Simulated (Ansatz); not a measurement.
# Direct or indirect: KZnF3 (Pm-3m)

```cif
data_structure
_symmetry_space_group_name_H-M 'P 1'
_symmetry_Int_Tables_number 1
_cell_length_a 4.0500
_cell_length_b 4.0500
_cell_length_c 4.0500
_cell_angle_alpha 90.000
_cell_angle_beta 90.000
_cell_angle_gamma 90.000
_cell_volume 66.43
loop_
_atom_site_label
_atom_site_type_symbol
_atom_site_fract_x
_atom_site_fract_y
_atom_site_fract_z
_atom_site_occupancy
Zn1 Zn 0.50000 0.50000 0.50000 1
K1 K 0.00000 0.00000 0.00000 1
F1 F 0.50000 0.00000 0.50000 1
F2 F 0.00000 0.50000 0.50000 1
F3 F 0.50000 0.50000 0.00000 1
```

Method: Ansatz, PBE, independent particles, without spin-orbit coupling, line width 0.2 eV (Gaussian). The band structure gives a fundamental gap of 3.86 eV. The spectrum of vertical transitions near the edge:

```
E (eV)  Im ε, E ∥ xyz
  3.42           0.00
  3.60           0.00
  3.78           0.00
  3.96           0.00
  4.14           0.00
  4.32           0.00
  4.50           0.00
  4.68           0.00
  4.86           0.00
  5.04           0.00
  5.22           0.00
  5.40           0.00
  5.58           0.06
  5.76           0.24
  5.94           0.48
  6.12           0.66
  6.30           0.80
  6.48           0.92
  6.66           1.03
  6.84           1.12
```

(1) Is the gap direct or indirect, and about where do vertical transitions set in?

Results:

(1) Indirect, by the band path, whose least direct gap is 5.69 eV. The curves fit this: they stay near zero above 3.86 eV and rise only from about 5.7 eV, though a forbidden direct transition would look alike. Lines are broadened by 0.2 eV, which spreads the edge, and phonons, which would give weak absorption from the fundamental gap up, are left out.

[Logs are printed without paths, hosts, clocks, repeated set-up lines and the standing remarks that a program may print on its own settings, such as how far it seeks lower states.]
